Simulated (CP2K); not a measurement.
Two runs for the F K edge of oxygen difluoride. Run A: CP2K XAS_TDP, all-electron GAPW, PBEh(45%), aug-cc-pVTZ, TDA, no relativity. Run B differs in one setting.

First lines with a strength over 0.0015. A:

```tsv
atom	energy (eV)	states	strength, one atom
F1 (bonded to O), 2 alike	677.50	1	0.0638
	682.78	1	0.0052
	686.90	1	0.0023
	688.23	1	0.0034
	688.40	1	0.0060
```

B:

```tsv
atom	energy (eV)	states	strength, one atom
F1 (bonded to O), 2 alike	681.57	1	0.0634
	686.86	1	0.0051
	690.97	1	0.0023
	692.30	1	0.0034
	692.48	1	0.0060
```

**Question.** Which was it: GW2X switched on, the functional, the basis, scalar relativity switched on?

GW2X switched on. GW2X shifts an atom's lines together and keeps their spacings. Against PBEh(45%) in aug-cc-pVTZ, the leading line moves by +4.07 eV, to 681.57 eV.

[Banner, clock and machine lines of the logs are left out without a mark of their own.]

[Logs are printed without paths, hosts, clocks, repeated set-up lines and the standing remarks that a program may print on its own settings, such as how far it seeks lower states.]

[Hosts, paths, dates, database ids (printed as entryN), source tags and the programs' standing remarks are cut or masked in the printed files.]
